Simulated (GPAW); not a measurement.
# Surface energy and work function of Ir(100) from slabs of 4 to 14 layers (RPBE)

How do energy and work function of Ir(100) films settle with thickness, and what surface energy follows?

Set-up. GPAW 26.7.0, plane waves at 450 eV with PAW setups; symmetric 1×1 slabs cut at the tabulated lattice constant (two decimals; low-temperature values for the alkali metals), atoms at bulk places, 7.5 Å of vacuum on each side, one in-plane mesh for all thicknesses, Fermi-Dirac smearing of 0.1 eV. Energies are extrapolated to zero smearing and count from the program's reference atoms. Functional RPBE. The cell's area is 7.373 Å².

The runs, one held back:

| layers | energy (eV) | work function (eV) |
| --- | --- | --- |
| 4 | −32.4437 | 5.39 |
| 5 | −41.2013 | 5.39 |
| 6 | −49.9654 | 5.39 |
| 7 | −58.6705 | 5.38 |
| 8 | −67.3958 | 5.39 |
| 9 | −76.1391 | 5.39 |
| 10 | −84.8722 | 5.39 |
| 11 | −93.5968 | 5.39 |
| 12 | −102.3249 | 5.39 |
| 14 | ? | ? |

To predict: What surface energy do these runs give, and what energy and work function should the 14-layer slab have?

Worked answer. A slab of n layers has E(n) = nε + 2Aγ once its middle is bulk-like. A line through n = 6 to 12 has the slope ε = −8.7288 eV a layer and the intercept 2Aγ = 2.4217 eV (r.m.s. residual 8.4 meV). So γ = 2.4217 / (2 × 7.373 Å²) = 0.1642 eV/Å² = 2.63 J/m², with a standard error of about 0.02 J/m² from the scatter about the line. For 14 layers: 2.4217 + 14 × (−8.7288) = −119.782 eV; the run gives −119.788 eV, 5.8 meV under the line. The work function has no such law: from 6 to 12 layers it moves between 5.38 and 5.39 eV (mean 5.39), and the 14-layer slab gives 5.39 eV. The thinnest slab, 4 layers, lies 0.00 eV from that mean. The measured value for this face is 5.96 eV (“Anisotropic work function of elemental crystals” (2019, arxiv:1902.07811)), for a face that reconstructs.

Caveats: The surfaces are unrelaxed, so γ is an upper bound for this functional and lattice constant. The tabulated lattice constant isn't the functional's own, which strains the slab a little. Spin-orbit coupling is left out.
